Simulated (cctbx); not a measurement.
**Mn2S3Br with cctbx, script by script**

Library: cctbx 2025.11. The data are simulated by the first script.

## 1. Simulate the data

run.py:

```python
from cctbx import adptbx, crystal, miller, sgtbx, xray
from cctbx.array_family import flex
from iotbx.shelx import hklf
from scitbx import matrix
import scitbx.random

cs = crystal.symmetry(unit_cell=(6.774, 7.816, 9.84, 90, 90, 90), space_group_symbol='Hall: -P 2ac 2n')  # Pnma
atoms = [  # label, site, U (iso, or U11 U22 U33 U12 U13 U23 in A^2), occupancy
    ("Br1", (0.6484, 0.25, 0.9582), (0.0162, 0.0331, 0.0162, 0.0000, 0.0007, 0.0000), 1),
    ("Mn1", (0.8064, 0.75, 0.7469), (0.0100, 0.0064, 0.0093, 0.0000, -0.0017, 0.0000), 1),
    ("Mn2", (0, 0, 0), (0.0268, 0.0311, 0.0138, -0.0150, -0.0065, 0.0034), 1),
    ("S1", (0.4413, 0.0675, 0.2798), (0.0136, 0.0071, 0.0077, 0.0019, -0.0034, 0.0011), 1),
    ("S2", (0.8288, 0.75, 0.9808), (0.0068, 0.0097, 0.0138, 0.0000, 0.0002, 0.0000), 1),
]
xs = xray.structure(crystal_symmetry=cs)
for label, site, u, occ in atoms:
    u = adptbx.u_cif_as_u_star(cs.unit_cell(), u) if isinstance(u, tuple) else u
    xs.add_scatterer(xray.scatterer(label, site=site, u=u, occupancy=occ))
xs.set_inelastic_form_factors(0.71073, "sasaki")
xs.show_summary()
p1 = xs.expand_to_p1()
ms = miller.build_set(p1, anomalous_flag=True, d_min=0.84)
flex.set_random_seed(322844)
scitbx.random.set_random_seed(322844)
ms = ms.select(flex.random_double(ms.size()) < 0.5)
i = ms.structure_factors_from_scatterers(p1, algorithm="direct").f_calc().as_intensity_array().data()
i = i / flex.sqrt(1 + 0.1 * i / flex.max(i))  # extinction
i = i * 70000 / flex.max(i)
sig = flex.sqrt(i + flex.pow2(0.06 * i) + 2 ** 2)
noise = scitbx.random.variate(scitbx.random.normal_distribution())(i.size())
data = ms.array(data=i + sig * noise, sigmas=sig).set_observation_type_xray_intensity()
with open("data.hkl", "w") as f:
    data.export_as_shelx_hklf(f)
print("reflections written:", data.size(), " <I/sigma> = %.1f" % flex.mean(data.data() / data.sigmas()))
for h, a, b in list(data.sort("data"))[:12]:
    print("%4d%4d%4d %9.1f %7.1f" % (h + (a, b)))
```

```console
$ python run.py
```

```text
Number of scatterers: 5
At special positions: 4
Unit cell: (6.774, 7.816, 9.84, 90, 90, 90)
Space group: P n m a (No. 62)
reflections written: 1785  <I/sigma> = 11.5
   0   0  -4   72675.3  4208.3
   0   4   0   46123.6  2732.7
  -2   2   0   43532.6  2433.6
  -2  -3   0   42357.5  2284.2
   2  -3   0   33058.6  2284.2
   0   1  -3   26006.8  1489.0
   4   1   0   24776.5  1341.2
   0   1   3   24449.6  1489.0
  -4  -1   0   24018.1  1341.2
   0   4  -4   22426.4  1332.9
  -2   2  -4   21748.3  1267.4
   0  -4  -4   21726.9  1332.9
```

It took 0.25 s on 1 thread of Arm Neoverse V2, with other jobs on the host, peak memory 0.07 GiB.

## 2. Refinement (right model, isotropic)

run.py:

```python
import math
from cctbx import adptbx, crystal, maptbx, sgtbx, xray
from cctbx.array_family import flex
from cctbx.xray import observations
from iotbx.shelx import hklf
from scitbx.lstbx import normal_eqns_solving
from smtbx import absolute_structure, utils
from smtbx.refinement import constraints, least_squares

cs = crystal.symmetry(unit_cell=(6.774, 7.816, 9.84, 90, 90, 90), space_group_symbol='Hall: -P 2ac 2n')  # Pnma
atoms = [  # label, site, U (iso, or U11 U22 U33 U12 U13 U23 in A^2), occupancy
    ("Br1", (0.6461, 0.25, 0.9531), 0.0200, 1),
    ("Mn1", (0.8064, 0.75, 0.7453), 0.0200, 1),
    ("Mn2", (0, 0, 0), 0.0200, 1),
    ("S1", (0.4445, 0.0713, 0.2789), 0.0200, 1),
    ("S2", (0.8295, 0.75, 0.9806), 0.0200, 1),
]
xs = xray.structure(crystal_symmetry=cs)
for label, site, u, occ in atoms:
    u = adptbx.u_cif_as_u_star(cs.unit_cell(), u) if isinstance(u, tuple) else u
    xs.add_scatterer(xray.scatterer(label, site=site, u=u, occupancy=occ))
xs.set_inelastic_form_factors(0.71073, "sasaki")
raw = hklf.reader(file_name="data.hkl").as_miller_arrays(crystal_symmetry=cs, anomalous=True)[0]
merged = raw.eliminate_sys_absent().merge_equivalents()
fo2 = merged.array().set_observation_type_xray_intensity()
print("Rint %.3f, %d unique reflections to %.2f A" % (merged.r_int(), fo2.size(), fo2.d_min()))
for sc in xs.scatterers():
    sc.flags.set_grad_site(True)
    sc.flags.set_grad_u_aniso(sc.flags.use_u_aniso())
    sc.flags.set_grad_u_iso(sc.flags.use_u_iso())
obs = fo2.as_xray_observations()
extra = {}
rep = constraints.reparametrisation(xs, [], utils.connectivity_table(xs), **extra)
ls = least_squares.crystallographic_ls(obs, rep, weighting_scheme=least_squares.mainstream_shelx_weighting(a=0, b=0))
print("cycle     R1     wR2    GooF  max shift (A)")
for cycle in range(8):
    ls.build_up()
    r1, wr2, goof = ls.r1_factor(cutoff_factor=2)[0], ls.wR2(), ls.goof()
    old = xs.sites_cart()
    normal_eqns_solving.levenberg_marquardt_iterations(ls, n_max_iterations=3, tau=1e-06, step_threshold=1e-7)
    big = flex.max((xs.sites_cart() - old).norms())
    print("%4d %7.4f %7.4f %7.3f %9.5f" % (cycle + 1, r1, wr2, goof, big))
    ls.build_up(objective_only=True)
    if abs(ls.wR2() - wr2) < 5e-5 and big < 5e-4:
        break
ls.build_up()
print("final R1 %.4f wR2 %.4f GooF %.3f  parameters %d  data/parameter %.1f" % (ls.r1_factor(cutoff_factor=2)[0], ls.wR2(), ls.goof(), ls.n_parameters, fo2.size() / ls.n_parameters))
cov = ls.covariance_matrix_and_annotations()
su = dict(zip(cov.annotations, (math.sqrt(max(v, 0)) for v in cov.matrix.matrix_packed_u_diagonal())))
a2 = cs.unit_cell().reciprocal_parameters()[0] ** -2
print("atom        x        y        z      Ueq    occ   su(xyz)  su(Uiso or U11)")
for sc in xs.scatterers():
    s = max(su.get(sc.label + k, 0) for k in (".x", ".y", ".z"))
    npd = "" if sc.is_positive_definite_u(cs.unit_cell()) else "  NPD"
    print("%-5s %8.5f %8.5f %8.5f %8.4f %6.3f %8.5f %7.4f%s" % ((sc.label,) + sc.site + (sc.u_iso_or_equiv(cs.unit_cell()), sc.occupancy, s, su.get(sc.label + ".uiso", su.get(sc.label + ".u11", 0) * a2), npd)))
fo = fo2.f_sq_as_f()
fc = fo.structure_factors_from_scatterers(xs, algorithm="direct").f_calc()
diff = fo.f_obs_minus_f_calc(1 / math.sqrt(ls.scale_factor()), fc).average_bijvoet_mates()
m = diff.fft_map(symmetry_flags=maptbx.use_space_group_symmetry, resolution_factor=0.25).apply_volume_scaling()
print("difference map: max %.2f min %.2f rms %.2f" % (m.statistics().max(), m.statistics().min(), m.statistics().sigma()))
peaks = m.peak_search(parameters=maptbx.peak_search_parameters(min_distance_sym_equiv=0.6, max_clusters=6)).all()
near = xs.closest_distances(peaks.sites(), distance_cutoff=4)
sps = cs.special_position_settings(min_distance_sym_equiv=0.5)
for k, (x, h) in enumerate(zip(peaks.sites(), peaks.heights())):
    ss = sps.site_symmetry(x)
    print("Q%-3d %7.4f %7.4f %7.4f %4d %7.2f  %.2f A from %s" % ((k + 1,) + tuple(t % 1 for t in ss.exact_site()) + (ss.multiplicity(), h, near.smallest_distances[k], xs.scatterers()[near.i_seqs[k]].label)))
```

```console
$ python run.py
```

```text
Rint 0.046, 478 unique reflections to 0.84 A
cycle     R1     wR2    GooF  max shift (A)
   1  0.2295  0.5349  12.267   0.05661
   2  0.0789  0.2841   6.516   0.00041
final R1 0.0790 wR2 0.2841 GooF 6.515  parameters 14  data/parameter 34.1
atom        x        y        z      Ueq    occ   su(xyz)  su(Uiso or U11)
Br1    0.64852  0.25000  0.95862   0.0249  1.000  0.00029  0.0010
Mn1    0.80634  0.75000  0.74669   0.0113  1.000  0.00042  0.0011
Mn2    0.00000  0.00000  0.00000   0.0258  1.000  0.00000  0.0012
S1     0.44164  0.06912  0.27961   0.0113  1.000  0.00047  0.0012
S2     0.82973  0.75000  0.98140   0.0119  1.000  0.00058  0.0012
difference map: max 5.17 min -2.98 rms 0.47
Q1    0.1480  0.2107  0.5440    8    5.41  0.31 A from Br1
Q2    0.0449  0.5475  0.9879    8    4.76  0.49 A from Mn2
Q3    0.1949  0.2500  0.2510    4    3.01  0.02 A from Mn1
Q4    0.0763  0.5469  0.7847    8    2.58  0.22 A from S1
Q5    0.1803  0.2500  0.0311    4    2.11  0.14 A from S2
Q6    0.0170  0.7500  0.4188    4    1.14  1.19 A from Br1
```

Time: 0.42 s.

Figures of merit this high mean that the model is still wrong or incomplete.

## 3. Refinement (right model, anisotropic)

run.py, as its changes from the last script of this kind:

```diff
@@ -12,5 +12,5 @@
-    ("Br1", (0.6461, 0.25, 0.9531), 0.0200, 1),
-    ("Mn1", (0.8064, 0.75, 0.7453), 0.0200, 1),
-    ("Mn2", (0, 0, 0), 0.0200, 1),
-    ("S1", (0.4445, 0.0713, 0.2789), 0.0200, 1),
-    ("S2", (0.8295, 0.75, 0.9806), 0.0200, 1),
+    ("Br1", (0.64852, 0.25, 0.95862), 0.0249, 1),
+    ("Mn1", (0.80634, 0.75, 0.74669), 0.0113, 1),
+    ("Mn2", (0, 0, 0), 0.0258, 1),
+    ("S1", (0.44164, 0.06912, 0.27961), 0.0113, 1),
+    ("S2", (0.82973, 0.75, 0.9814), 0.0119, 1),
@@ -22,0 +23 @@
+xs.convert_to_anisotropic()
```

```console
$ python run.py
```

```text
Rint 0.046, 478 unique reflections to 0.84 A
cycle     R1     wR2    GooF  max shift (A)
   1  0.0790  0.2841   6.653   0.01224
   2  0.0170  0.0399   0.935   0.00002
final R1 0.0170 wR2 0.0399 GooF 0.935  parameters 33  data/parameter 14.5
atom        x        y        z      Ueq    occ   su(xyz)  su(Uiso or U11)
Br1    0.64845  0.25000  0.95818   0.0218  1.000  0.00004  0.0002
Mn1    0.80641  0.75000  0.74689   0.0086  1.000  0.00006  0.0003
Mn2    0.00000  0.00000  0.00000   0.0239  1.000  0.00000  0.0003
S1     0.44134  0.06761  0.27987   0.0093  1.000  0.00006  0.0003
S2     0.82887  0.75000  0.98081   0.0099  1.000  0.00009  0.0003
difference map: max 0.41 min -0.42 rms 0.11
Q1    0.2233  0.7500  0.6837    4    0.41  0.89 A from Mn1
Q2    0.0513  0.2500  0.7117    4    0.38  1.80 A from Br1
Q3    0.1863  0.1574  0.0875    8    0.37  0.99 A from S2
Q4    0.1178  0.0182  0.9134    8    0.37  1.18 A from Mn2
Q5    0.0146  0.2500  0.5762    4    0.36  0.97 A from Br1
Q6    0.9904  0.1053  0.8683    8    0.35  1.54 A from Mn2
```

Time: 0.4 s.

## 4. Refinement

run.py, as its changes from the last script of this kind:

```diff
@@ -22 +22 @@
-xs.set_inelastic_form_factors(0.71073, "sasaki")
+xs.set_inelastic_form_factors(1.54184, "sasaki")
@@ -37 +37 @@
-for cycle in range(8):
+for cycle in range(12):
```

```console
$ python run.py
```

```text
Rint 0.046, 478 unique reflections to 0.84 A
cycle     R1     wR2    GooF  max shift (A)
   1  0.0979  0.3403   7.968   0.01075
   2  0.0292  0.1338   3.134   0.00000
final R1 0.0292 wR2 0.1338 GooF 3.134  parameters 33  data/parameter 14.5
atom        x        y        z      Ueq    occ   su(xyz)  su(Uiso or U11)
Br1    0.64832  0.25000  0.95815   0.0215  1.000  0.00015  0.0007
Mn1    0.80630  0.75000  0.74667   0.0068  1.000  0.00020  0.0009
Mn2    0.00000  0.00000  0.00000   0.0227  1.000  0.00000  0.0011
S1     0.44123  0.06824  0.28003   0.0121  1.000  0.00023  0.0010
S2     0.82921  0.75000  0.98037   0.0129  1.000  0.00030  0.0010
difference map: max 1.33 min -0.65 rms 0.18
Q1    0.0000  0.0000  0.0000    4    1.33  0.00 A from Mn2
Q2    0.1590  0.2500  0.5353    4    1.32  0.10 A from Br1
Q3    0.1925  0.2500  0.2516    4    0.90  0.02 A from Mn1
Q4    0.1916  0.2500  0.9951    4    0.65  0.28 A from S2
Q5    0.2583  0.2500  0.1702    4    0.64  0.93 A from Mn1
Q6    0.0560  0.7500  0.6542    4    0.60  1.88 A from S1
```

Time: 0.42 s.

This run holds a fault made on purpose: dispersion terms of the wrong wavelength.

## 5. Refinement

run.py, as its changes from the last script of this kind:

```diff
@@ -22 +22 @@
-xs.set_inelastic_form_factors(1.54184, "sasaki")
+xs.set_inelastic_form_factors(0.71073, "sasaki")
@@ -25 +25 @@
-merged = raw.eliminate_sys_absent().merge_equivalents()
+merged = raw.eliminate_sys_absent().resolution_filter(d_min=2).merge_equivalents()
```

```console
$ python run.py
```

```text
Rint 0.052, 36 unique reflections to 2.02 A
cycle     R1     wR2    GooF  max shift (A)
   1  0.0173  0.0759   5.618   0.06102
   2  0.0034  0.0056   0.416   0.00028
final R1 0.0034 wR2 0.0056 GooF 0.416  parameters 33  data/parameter 1.1
atom        x        y        z      Ueq    occ   su(xyz)  su(Uiso or U11)
Br1    0.64792  0.25000  0.95883   0.0212  1.000  0.00036  0.0055
Mn1    0.80516  0.75000  0.74435   0.0115  1.000  0.00245  0.0249  NPD
Mn2    0.00000  0.00000  0.00000   0.0265  1.000  0.00000  0.0186  NPD
S1     0.44350  0.06433  0.28436   0.0113  1.000  0.00309  0.0123  NPD
S2     0.82654  0.75000  0.97590   0.0152  1.000  0.00538  0.0121  NPD
difference map: max 0.04 min -0.04 rms 0.02
Q1    0.2753  0.2500  0.7489    4    0.05  2.22 A from Br1
Q2    0.2069  0.7500  0.9569    4    0.04  1.29 A from Br1
Q3    0.0000  0.0000  0.5000    4    0.04  2.23 A from Br1
Q4    0.2724  0.2500  0.0380    4    0.03  0.68 A from S2
Q5    0.0030  0.0111  0.7477    8    0.03  0.78 A from S1
Q6    0.2546  0.2500  0.2650    4    0.03  0.41 A from Mn1
```

Time: 0.42 s.

This run holds a fault made on purpose: data cut at low resolution.

## 6. Refinement

run.py, as its changes from the last script of this kind:

```diff
@@ -15,2 +15,2 @@
-    ("S1", (0.44164, 0.06912, 0.27961), 0.0113, 1),
-    ("S2", (0.82973, 0.75, 0.9814), 0.0119, 1),
+    ("Cr1", (0.44164, 0.06912, 0.27961), 0.0113, 1),
+    ("S1", (0.82973, 0.75, 0.9814), 0.0119, 1),
@@ -25 +25 @@
-merged = raw.eliminate_sys_absent().resolution_filter(d_min=2).merge_equivalents()
+merged = raw.eliminate_sys_absent().merge_equivalents()
```

```console
$ python run.py
```

```text
Rint 0.046, 478 unique reflections to 0.84 A
cycle     R1     wR2    GooF  max shift (A)
   1  0.3526  0.7089  16.600   0.01364
   2  0.1176  0.3093   7.242   0.00186
   3  0.1159  0.3074   7.199   0.00003
final R1 0.1158 wR2 0.3074 GooF 7.199  parameters 33  data/parameter 14.5
atom        x        y        z      Ueq    occ   su(xyz)  su(Uiso or U11)
Br1    0.64826  0.25000  0.95837   0.0097  1.000  0.00033  0.0016
Mn1    0.80583  0.75000  0.74685  -0.0042  1.000  0.00048  0.0021  NPD
Mn2    0.00000  0.00000  0.00000   0.0107  1.000  0.00000  0.0024  NPD
Cr1    0.44100  0.06769  0.27982   0.0201  1.000  0.00050  0.0022
S1     0.82904  0.75000  0.98072  -0.0031  1.000  0.00067  0.0022  NPD
difference map: max 10.61 min -2.71 rms 1.02
Q1    0.1555  0.2500  0.5464    4   10.84  0.07 A from Br1
Q2    0.1796  0.2500  0.2583    4    7.80  0.11 A from Mn1
Q3    0.0000  0.0000  0.0000    4    6.81  0.00 A from Mn2
Q4    0.1810  0.2500  0.0182    4    3.67  0.07 A from S1
Q5    0.0329  0.5705  0.2617    8    1.60  1.31 A from Cr1
Q6    0.0635  0.7500  0.6183    4    1.60  2.05 A from S1
```

Run time: 0.47 s on 1 thread of Arm Neoverse V2 (shared host), peak memory 0.09 GiB.

This run holds a fault made on purpose: wrong element: Cr1 is S.

[Logs are printed without paths, hosts, clocks, repeated set-up lines and the standing remarks that a program may print on its own settings, such as how far it seeks lower states.]
